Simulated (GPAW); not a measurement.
# Surface energy and work function of Rh(110) from slabs of 4 to 12 layers (RPBE)

How do energy and work function of Rh(110) films settle with thickness, and what surface energy follows?

**Method.** GPAW 26.7.0, plane waves at 450 eV with PAW setups; symmetric 1×1 slabs cut at the tabulated lattice constant (two decimals; low-temperature values for the alkali metals), atoms at bulk places, 7.5 Å of vacuum on each side, one in-plane mesh for all thicknesses, Fermi-Dirac smearing of 0.1 eV. Energies are extrapolated to zero smearing and count from the program's reference atoms. Functional RPBE. The cell's area is 10.211 Å².

Results, with one row withheld:

| layers | energy (eV) | work function (eV) |
| --- | --- | --- |
| 4 | −23.7894 | 4.48 |
| 5 | −30.5190 | 4.38 |
| 6 | −37.1797 | 4.41 |
| 7 | −43.8049 | 4.48 |
| 8 | −50.4724 | 4.41 |
| 9 | −57.0941 | 4.42 |
| 10 | −63.7207 | 4.47 |
| 11 | −70.3616 | 4.41 |
| 12 | ? | ? |

Q: What surface energy do these runs give, and what energy and work function should the 12-layer slab have?

Worked answer. A slab of n layers has E(n) = nε + 2Aγ once its middle is bulk-like. A line through n = 6 to 11 has the slope ε = −6.6365 eV a layer and the intercept 2Aγ = 2.6383 eV (r.m.s. residual 9.6 meV). So γ = 2.6383 / (2 × 10.211 Å²) = 0.1292 eV/Å² = 2.07 J/m², with a standard error of about 0.02 J/m² from the scatter about the line. For 12 layers: 2.6383 + 12 × (−6.6365) = −77.000 eV; the run gives −76.988 eV, 12.5 meV over the line. The work function has no such law: from 6 to 11 layers it moves between 4.41 and 4.48 eV (mean 4.43), and the 12-layer slab gives 4.43 eV. The thinnest slab, 4 layers, lies +0.05 eV from that mean. The values go up and down with thickness, as expected where levels confined across the film cross the Fermi level one by one. The measured value for this face is 4.86 eV (“Anisotropic work function of elemental crystals” (2019, arxiv:1902.07811)); the unrelaxed 12-layer slab lies 0.43 eV under it.

**Limits.** The surfaces are unrelaxed, so γ is an upper bound for this functional and lattice constant. The tabulated lattice constant isn't the functional's own, which strains the slab a little. The runs had no spin polarisation.
